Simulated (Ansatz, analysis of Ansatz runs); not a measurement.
## Reproducing a measured zero-phonon line: NV- centre in diamond

Aim: the zero-phonon line of the NV- centre in diamond, to be set beside the measurement. Set-up: PBE, 64-site cell, PBE lattice, 420 eV, k: the zone centre alone. The model is a cell of 64 host atoms with 1 site emptied and N put on another atom's site. The excitation energy is a difference of total energies with one electron moved up within one spin channel. A local or semilocal functional is the cheapest first rung.

Measured beforehand: Zero-phonon line: 1.945 eV, by low-temperature optical absorption and emission (“NV- - N+ pair centre in 1b diamond”, 2018, arxiv:1807.08889).

Program: Ansatz 0.2.0. Level of theory: plane-wave PAW DFT, PBE; relaxation of all atoms of a defect supercell. Results are calculated unless marked as measured.

### Step 1. The starting structure

The cell holds 63 atoms: 62 C and 1 N. Cell: a = 7.143 Å, b = 7.143 Å, c = 7.143 Å, α = 90.0°, β = 90.0°, γ = 90.0°. It derives from C (space group Fd-3m). Nearest the centre at fractional (0.375, 0.375, 0.375): C26 at 1.55 Å, C48 at 1.55 Å, C41 at 1.55 Å, N4 at 1.55 Å, C52 at 2.53 Å, C45 at 2.53 Å, C30 at 2.53 Å, C14 at 2.53 Å. The cell carries charge −1.

The host's primitive cell comes from a first run (plane-wave PAW DFT, PBE; relaxation of the host's cell and atoms): vectors of 2.525, 2.525 and 2.525 Å. That is 5.69 Å³ an atom, 0.4 % over the diffraction cell's volume. The supercell is built on it.

### Step 2. Relaxation, charge −1

Every later number rests on the structure around the defect, so the atoms are relaxed at the host's lattice first.

relax/input.yaml

```yaml
relax:
  f_tol: 0.02
  max_steps: 80
  random_displacement: { amplitude: 0.02, seed: 292 }
crystal:
  lattice:
    - [7.14316351, 0.0, 0.0]
    - [0.0, 7.14316351, 0.0]
    - [0.0, 0.0, 7.14316351]
  atoms:
    - { symbol: C, position: [0.0, 0.0, 0.25] }
    - { symbol: C, position: [0.0, 0.25, 0.0] }
    - { symbol: C, position: [0.25, 0.0, 0.0] }
    - { symbol: "N", position: [0.25, 0.25, 0.25] }
    - { symbol: C, position: [0.125, 0.125, 0.375] }
    - { symbol: C, position: [0.125, 0.375, 0.125] }
    - { symbol: C, position: [0.375, 0.125, 0.125] }
    - { symbol: C, position: [0.0, 0.0, 0.75] }
    - { symbol: C, position: [0.0, 0.25, 0.5] }
    - { symbol: C, position: [0.25, 0.0, 0.5] }
    - { symbol: C, position: [0.25, 0.25, 0.75] }
    - { symbol: C, position: [0.125, 0.125, 0.875] }
    - { symbol: C, position: [0.125, 0.375, 0.625] }
    - { symbol: C, position: [0.375, 0.125, 0.625] }
    - { symbol: C, position: [0.375, 0.375, 0.875] }
    - { symbol: C, position: [0.0, 0.5, 0.25] }
    - { symbol: C, position: [0.0, 0.75, 0.0] }
    - { symbol: C, position: [0.25, 0.5, 0.0] }
    - { symbol: C, position: [0.25, 0.75, 0.25] }
    - { symbol: C, position: [0.125, 0.625, 0.375] }
    - { symbol: C, position: [0.125, 0.875, 0.125] }
    - { symbol: C, position: [0.375, 0.625, 0.125] }
    - { symbol: C, position: [0.375, 0.875, 0.375] }
    - { symbol: C, position: [0.0, 0.5, 0.75] }
    - { symbol: C, position: [0.0, 0.75, 0.5] }
    - { symbol: C, position: [0.25, 0.5, 0.5] }
    - { symbol: C, position: [0.25, 0.75, 0.75] }
    - { symbol: C, position: [0.125, 0.625, 0.875] }
    - { symbol: C, position: [0.125, 0.875, 0.625] }
    - { symbol: C, position: [0.375, 0.625, 0.625] }
    - { symbol: C, position: [0.375, 0.875, 0.875] }
    - { symbol: C, position: [0.5, 0.0, 0.25] }
    - { symbol: C, position: [0.5, 0.25, 0.0] }
    - { symbol: C, position: [0.75, 0.0, 0.0] }
    - { symbol: C, position: [0.75, 0.25, 0.25] }
    - { symbol: C, position: [0.625, 0.125, 0.375] }
    - { symbol: C, position: [0.625, 0.375, 0.125] }
    - { symbol: C, position: [0.875, 0.125, 0.125] }
    - { symbol: C, position: [0.875, 0.375, 0.375] }
    - { symbol: C, position: [0.5, 0.0, 0.75] }
    - { symbol: C, position: [0.5, 0.25, 0.5] }
    - { symbol: C, position: [0.75, 0.0, 0.5] }
    - { symbol: C, position: [0.75, 0.25, 0.75] }
    - { symbol: C, position: [0.625, 0.125, 0.875] }
    - { symbol: C, position: [0.625, 0.375, 0.625] }
    - { symbol: C, position: [0.875, 0.125, 0.625] }
    - { symbol: C, position: [0.875, 0.375, 0.875] }
    - { symbol: C, position: [0.5, 0.5, 0.25] }
    - { symbol: C, position: [0.5, 0.75, 0.0] }
    - { symbol: C, position: [0.75, 0.5, 0.0] }
    - { symbol: C, position: [0.75, 0.75, 0.25] }
    - { symbol: C, position: [0.625, 0.625, 0.375] }
    - { symbol: C, position: [0.625, 0.875, 0.125] }
    - { symbol: C, position: [0.875, 0.625, 0.125] }
    - { symbol: C, position: [0.875, 0.875, 0.375] }
    - { symbol: C, position: [0.5, 0.5, 0.75] }
    - { symbol: C, position: [0.5, 0.75, 0.5] }
    - { symbol: C, position: [0.75, 0.5, 0.5] }
    - { symbol: C, position: [0.75, 0.75, 0.75] }
    - { symbol: C, position: [0.625, 0.625, 0.875] }
    - { symbol: C, position: [0.625, 0.875, 0.625] }
    - { symbol: C, position: [0.875, 0.625, 0.625] }
    - { symbol: C, position: [0.875, 0.875, 0.875] }
total_charge: -1
basis:
  ecutwfc: 420
  xc_grid: 2
hamiltonian:
  xc: pbe
kpoints:
  mp_grid: { grid: [1, 1, 1] }
magnetization:
  spin_polarized: true
  initial_magnetization: 2
  spin_locking: { lock_magnetization: hard }
scf:
  occupations: { method: fermi_dirac, width: 0.01 }
  max_iter: 120
output:
  forces: true
checkpoint:
  write: "../relax.run"
  compress: false
  write_wavefunctions: true
  write_every: 100000
```

Command:

```bash
$ ansatz run input.yaml --threads 2 --pin off --max-ram 3768MiB --backend cpu --events-out ev --progress --plain --runs-dir out
```

Numbers of over 12 decimals in the logs are rounded to 6 here.

The log of the run:

```text
[... repeated set-up lines and file paths are left out, and long positions are rounded to six places ...]
Engine: ansatz 0.2.0, x86_64-unknown-linux-gnu
Pseudopotentials: kind: paw
Pseudopotential: C, paw, valence charge 4, recommended cutoff 420 eV (normal), C.paw.azcp
Pseudopotential: N, paw, valence charge 5, recommended cutoff 420 eV (normal), N.paw.azcp
Functional definition: PBE
  parameter kappa = 0.804
  parameter beta = 0.066725
  exchange = pbe_x(kappa = kappa, mu = beta*pi^2/3)
  correlation = pbe_c(beta = beta)
Crystal: 63 atoms, lattice volume = 364.478 Å³
Basis set: ecut = 420 eV, 7123 PW (Γ), exchange–correlation on 96×96×96 points (8 copies of the dense FFT grid, shifted against one another)
Bands: 191, of which v1, the nominal top of the filled ones, is band 127 counted from 1 (126 counted from 0)
Symmetry: 1 space group operations
k-points: 1
Non-local potential: C, projectors of the file, l = 0: 2, l = 1: 2, l = 2: 1
Non-local potential: N, projectors of the file, l = 0: 2, l = 1: 2, l = 2: 1
PAW form: soft (Blöchl's): semilocal exchange-correlation on the pseudo side does not see the compensation charge
PAW one-centre angular grid: C, 110 points (default); XC on 64 Gauss nodes
PAW one-centre angular grid: N, 110 points (default); XC on 64 Gauss nodes
Initial density: superposition of atomic densities (chi_scale 0.1, normalization cell, long waves kept (reshape's long-wave potential 0.21 eV rms))
Starting moments: Σ|m| = 2 μB on 63 of 63 sites
Initial wavefunctions: pseudopotential atomic-orbital guess
Functional: x = pbe(κ = 0.804, μ = 0.219515), c = pbe(β = 0.066725)
SCF iter   1: F=—  HF=-15922.875133 eV  |F-HF|=—  |Δ(HF+E_count)|=         —  Δρ=7.23e-2 (↑7.23e-2 ↓7.06e-2)  dr2=5.25e1  dr2_m=6.51e-1  M=2.000 μB ∫|m|=2.003 μB  β_m=0.30  ethr=3.10e-3  ⟨swp⟩=6.0  Hψ=1414  notcnv=0  defer=96
preconditioner: auto → Resta (q_TF=auto, 2.569 Å⁻¹)  ε∞=4.3  [insulator: Δε(μ)=0.511 eV  Ē_g=17.103 eV  σ=0.010 eV  W_gap=1.00  n_scr=92 (ndim 8)  ℏωp=31.0 eV  f_vac=0.000  D(μ)=0.00/eV (n_scr^D=0)  ε∞_Penn≈4.3]
spin=Collinear: Resta preconditioning applied to the charge; magnetization (m = ρ↑ − ρ↓) channel mixes plain (no charge-response kernel on spin).
SCF iter   2: F=—  HF=-15915.333284 eV  |F-HF|=—  |Δ(HF+E_count)|=    7.54e0  Δρ=5.26e-2 (↑5.26e-2 ↓5.16e-2)  dr2=2.81e1  dr2_m=3.61e-1  M=2.000 μB ∫|m|=2.015 μB  β_m=0.65  ethr=3.10e-3  ⟨swp⟩=3.0  Hψ=713  notcnv=0  defer=109
SCF iter   3: F=—  HF=-15906.742194 eV  |F-HF|=—  |Δ(HF+E_count)|=    8.59e0  Δρ=4.30e-3 (↑4.30e-3 ↓4.25e-3)  dr2=1.36e-1  dr2_m=8.69e-4  M=2.000 μB ∫|m|=2.153 μB  β_m=0.75  ethr=3.10e-3  ⟨swp⟩=3.5  Hψ=568  notcnv=0  defer=109
SCF iter   4: F=—  HF=-15906.878569 eV  |F-HF|=—  |Δ(HF+E_count)|=   1.36e-1  Δρ=1.76e-3 (↑1.74e-3 ↓1.76e-3)  dr2=2.51e-2  dr2_m=1.28e-4  M=2.000 μB ∫|m|=2.178 μB  β_m=0.79  ethr=5.35e-5  ⟨swp⟩=2.0  Hψ=707  notcnv=0  defer=113
SCF iter   5: F=—  HF=-15906.895756 eV  |F-HF|=—  |Δ(HF+E_count)|=   1.72e-2  Δρ=4.94e-4 (↑4.82e-4 ↓4.94e-4)  dr2=2.35e-3  dr2_m=1.52e-5  M=2.000 μB ∫|m|=2.188 μB  β_m=0.75  ethr=9.88e-6  ⟨swp⟩=3.0  Hψ=554  notcnv=0  defer=113
SCF iter   6: F=—  HF=-15906.896693 eV  |F-HF|=—  |Δ(HF+E_count)|=   9.37e-4  Δρ=9.94e-5 (↑9.94e-5 ↓8.76e-5)  dr2=7.71e-5  dr2_m=2.44e-6  M=2.000 μB ∫|m|=2.191 μB  β_m=0.78  ethr=9.26e-7  ⟨swp⟩=2.5  Hψ=539  notcnv=0  defer=113
SCF iter   7: F=—  HF=-15906.896788 eV  |F-HF|=—  |Δ(HF+E_count)|=   9.54e-5  Δρ=3.43e-5 (↑2.81e-5 ↓3.43e-5)  dr2=6.15e-6  dr2_m=4.02e-7  M=2.000 μB ∫|m|=2.193 μB  β_m=0.83  ethr=3.94e-9  ⟨swp⟩=4.0  Hψ=954  notcnv=0
SCF iter   8: F=-15906.896798 eV  HF=-15906.896798 eV  |F-HF|=9.03e-8  |Δ(HF+E_count)|=   9.26e-6  Δρ=7.61e-6 (↑7.61e-6 ↓5.86e-6)  dr2=4.34e-7  dr2_m=3.40e-8  M=2.000 μB ∫|m|=2.193 μB  ethr=2.42e-9  ⟨swp⟩=3.5  Hψ=899  notcnv=0
SCF 1 converged in 8 iterations: F = -15906.896798 eV  dr2 = 4.34e-7
  greatest PAW one-centre occupation: 0.792 electrons in one spin orbital (limit 2), on the N atom at site 3 (counted from 0), in its partial waves of l = 0
relax step   1: F+E_penalty+E_count = -15906.89679756 eV  Δ(F+E_penalty+E_count) = +0.000e0 eV  max|allowed force component| = 2.820e0 eV/Å  Δτ_max = 0.0000 Å  (8 SCF iters, dr2 threshold 1.00e-5 eV, accepted)
[... the SCF cycles and remarks between the steps are left out from here to the last step ...]
relax step   2: F+E_penalty+E_count = -15908.20089846 eV  Δ(F+E_penalty+E_count) = -1.304e0 eV  max|allowed force component| = 1.211e0 eV/Å  Δτ_max = 0.1394 Å  (6 SCF iters, dr2 threshold 1.00e-4 eV, accepted)
relax step   3: F+E_penalty+E_count = -15908.43516812 eV  Δ(F+E_penalty+E_count) = -2.343e-1 eV  max|allowed force component| = 1.603e0 eV/Å  Δτ_max = 0.0754 Å  (5 SCF iters, dr2 threshold 9.17e-5 eV, accepted)
relax step   4: F+E_penalty+E_count = -15908.54982533 eV  Δ(F+E_penalty+E_count) = -1.147e-1 eV  max|allowed force component| = 9.435e-2 eV/Å  Δτ_max = 0.0390 Å  (4 SCF iters, dr2 threshold 1.00e-4 eV, accepted)
relax step   5: F+E_penalty+E_count = -15908.55161539 eV  Δ(F+E_penalty+E_count) = -1.790e-3 eV  max|allowed force component| = 1.412e-2 eV/Å  Δτ_max = 0.0042 Å  (5 SCF iters, dr2 threshold 5.56e-7 eV, accepted)
iter 1 solved again at ethr=2.73e-11 eV; its pass at ethr=3.10e-3 eV (dr2=6.93e-8 eV) is discarded
SCF iter   1: F=—  HF=-15908.551615 eV  |F-HF|=—  |Δ(HF+E_count)|=         —  Δρ=2.11e-6 (↑2.10e-6 ↓2.11e-6)  dr2=6.91e-8  dr2_m=3.18e-10  M=2.000 μB ∫|m|=2.257 μB  β_m=0.30  ethr=2.73e-11  ⟨swp⟩=1.0  Hψ=1062  notcnv=0  defer=109
SCF iter   2: F=-15908.551615 eV  HF=-15908.551615 eV  |F-HF|=4.40e-9  |Δ(HF+E_count)|=   3.95e-9  Δρ=1.51e-6 (↑1.48e-6 ↓1.51e-6)  dr2=3.37e-8  dr2_m=1.95e-10  M=2.000 μB ∫|m|=2.257 μB  ethr=2.72e-11  ⟨swp⟩=3.0  Hψ=654  notcnv=0
SCF 6 converged in 2 iterations: F = -15908.551615 eV  dr2 = 3.37e-8
relax step   6: F+E_penalty+E_count = -15908.55161541 eV  Δ(F+E_penalty+E_count) = -1.594e-8 eV  max|allowed force component| = 1.409e-2 eV/Å  Δτ_max = 0.0000 Å  (2 SCF iters, accepted)
NSCF: frozen V_eff on 1 k-points
the band table was solved once a step of the walk had ended and its energy, with any forces and stress, was formed, with the checks that follow a solve (1950 applications of the Hamiltonian). They found nothing against the state; [...]
SCF converged after 2 iterations
Magnetization: 2.0000 μB (128.0000 up, 126.0000 down)
Absolute magnetization: 2.2574 μB (∫|ρ↑−ρ↓|, with the PAW one-centre terms)
Spin contamination: 0.0091 ħ² per cell (⟨S²⟩ above its minimum at these occupations)
Per-site moments (μB) at R_I (Å): [(0.00334031, 0.632917), (0.00334098, 0.632925), (0.00334001, 0.632931), [... 60 left out ...]
Free energy (F): -15908.551615 eV
Harris-Foulkes:  -15908.551615 eV  (|F-HF|=4.40e-9)
Internal energy: -15908.551615 eV  (E = F + TS)
E sigma→0 (E₀):  -15908.551615 eV
Fermi energy:    15.333379 (↑ 16.003108, ↓ 15.011894) eV
--- Per-component energies (eV) ---
  E_band       = 1032.801208
  E_kinetic    = 5888.458134
  E_local      = -4225.260415  (includes V_loc(G=0)·N_el)
  E_nonlocal   = 1700.536800
  E_hartree    = 970.250891
  E_xc         = -3087.279370
  E_vxc        = -3834.705237  (∫ρ·V_xc dr)
  E_paw        = -6282.704294  (= ΣΔE_a)
  E_vpaw       = -436.730918  (= ΣTr[D̂ρ^β])
  E_aug_tail   = 0.000673  (compensation charges beyond the density's cutoff)
  E_ewald      = -10872.554035
  E_smearing   = -0.000000  (= −TS)
  E_closure    = 0.000000  (closes the sum)
  E_deformation_potential = -21.107691  (in the stress; not in F)
  Σ components = -15908.551615   (vs F -15908.551615, Δ=0.00e0)
--- Forces (eV/Å), atoms counted from 1 ---
  atom   1  C      0.00819089     0.00874937    -0.00217084
  atom   2  C      0.00582391    -0.00047842     0.00680177
  [... 1 atom left out ...]
  atom   4  N     -0.01408598    -0.00631271    -0.01012818
  atom   5  C      0.00184346    -0.00056491     0.00491769
  atom   6  C      0.00582629    -0.00234608     0.00426391
  atom   7  C      0.00385041     0.00152946    -0.00035370
  [... 2 atoms left out ...]
  atom  10  C      0.00529252     0.00071110    -0.00304439
  [... 7 atoms left out ...]
  atom  18  C      0.00468114     0.00013616    -0.00214002
  [... 7 atoms left out ...]
  atom  26  C     -0.00378370    -0.00156873    -0.00089862
  [... 5 atoms left out ...]
  atom  32  C     -0.00487058     0.00043704     0.00162839
  [... 8 atoms left out ...]
  atom  41  C     -0.00166205    -0.00329868    -0.00280582
  [... 6 atoms left out ...]
  atom  48  C     -0.00178758    -0.00067672    -0.00056449
  [... 15 atoms left out ...]
  max |Σ_I F_I| component: 1.73e-5 eV/Å
--- Band table (eV) ---
  k-point 0 ↑: bands = ["-8.6147", "-7.0540", "-6.3181", "-6.3180", [... 183 left out ...] "23.5738", "23.5958", "23.6363", "23.6365"]
  k-point 0 ↓: bands = ["-8.5913", "-7.0397", "-6.2984", "-6.2983", [... 183 left out ...] "23.6019", "23.6421", "23.6855", "23.6857"]
--- Relaxed structure (6 steps of the walk, 6 accepted, 0 SCFs on fresh bases) ---
  F+E_penalty+E_count = -15908.55161541 eV   max|allowed force component| = 1.409e-2 eV/Å
  atoms:
    - { symbol: C, position: [-0.001652, -0.001747, 0.249664] }
    - { symbol: C, position: [-0.001643, 0.249521, -0.001598] }
    [... 1 atom left out ...]
    - { symbol: N, position: [0.237370, 0.237265, 0.237411] }
    - { symbol: C, position: [0.125106, 0.125018, 0.368833] }
    - { symbol: C, position: [0.125096, 0.368715, 0.125146] }
    - { symbol: C, position: [0.368786, 0.125014, 0.125159] }
    [... 2 atoms left out ...]
    - { symbol: C, position: [0.251331, 0.002025, 0.497569] }
    [... 7 atoms left out ...]
    - { symbol: C, position: [0.251336, 0.497423, 0.002171] }
    [... 7 atoms left out ...]
    - { symbol: C, position: [0.242134, 0.510584, 0.510722] }
    [... 5 atoms left out ...]
    - { symbol: C, position: [0.497528, 0.002025, 0.251388] }
    [... 8 atoms left out ...]
    - { symbol: C, position: [0.510680, 0.242037, 0.510731] }
    [... 6 atoms left out ...]
    - { symbol: C, position: [0.510681, 0.510584, 0.242167] }
    [... 15 atoms left out ...]
```

Elapsed: 9.9 s, on 2 threads of AMD EPYC 9R45, shared host; peak memory 0.73 GiB; 19 s of CPU time.

Step by step:

| step | energy less that of the first step (eV) | largest force component (eV/Å) |
| --- | --- | --- |
| 1 | 0.0000 | 2.8199 |
| 2 | -1.3041 | 1.2114 |
| 3 | -1.5384 | 1.6029 |
| 4 | -1.6530 | 0.0943 |
| 5 | -1.6548 | 0.0141 |
| 6 | -1.6548 | 0.0141 |

The atoms that moved most (Å, from the sites as typed, ahead of the random displacement):

| atom | dx | dy | dz | length |
| --- | --- | --- | --- | --- |
| N4 | -0.090 | -0.090 | -0.090 | 0.155 |
| C41 | 0.077 | -0.056 | 0.077 | 0.122 |
| C48 | 0.077 | 0.077 | -0.056 | 0.122 |
| C26 | -0.056 | 0.077 | 0.077 | 0.122 |
| C7 | -0.044 | 0.001 | 0.001 | 0.044 |
| C5 | 0.001 | 0.001 | -0.044 | 0.044 |
| C6 | 0.001 | -0.044 | 0.001 | 0.044 |
| C22 | 0.012 | -0.014 | 0.018 | 0.026 |

Neighbours of the ideal centre at the end:

| atom | distance (Å) |
| --- | --- |
| C48 | 1.667 |
| C26 | 1.667 |
| C41 | 1.668 |
| N4 | 1.703 |
| C22 | 2.502 |
| C20 | 2.502 |
| C37 | 2.502 |
| C13 | 2.503 |
| C36 | 2.503 |
| C14 | 2.503 |
| C52 | 2.521 |
| C30 | 2.521 |
| C45 | 2.521 |
| C6 | 2.525 |
| C7 | 2.525 |
| C5 | 2.525 |

This step gave:

* free energy: -15908.5516 eV
* total moment: 2 μB
* integral of the absolute spin density: 2.257 μB
* spin contamination: 0.009114

The relaxation ends 26 meV an atom lower than the displaced start, with a largest force component of 0.014 eV/Å.

(Part 1 of 3 ends here.)

[Logs are printed without paths, hosts, clocks, repeated set-up lines and the standing remarks that a program may print on its own settings, such as how far it seeks lower states.]

[Hosts, paths, dates, database ids (printed as entryN), source tags and the programs' standing remarks are cut or masked in the printed files.]

[For some hosts the program warned that the k-mesh of the response run may be too coarse for force constants and the static dielectric constant; such warnings are not shown here.]
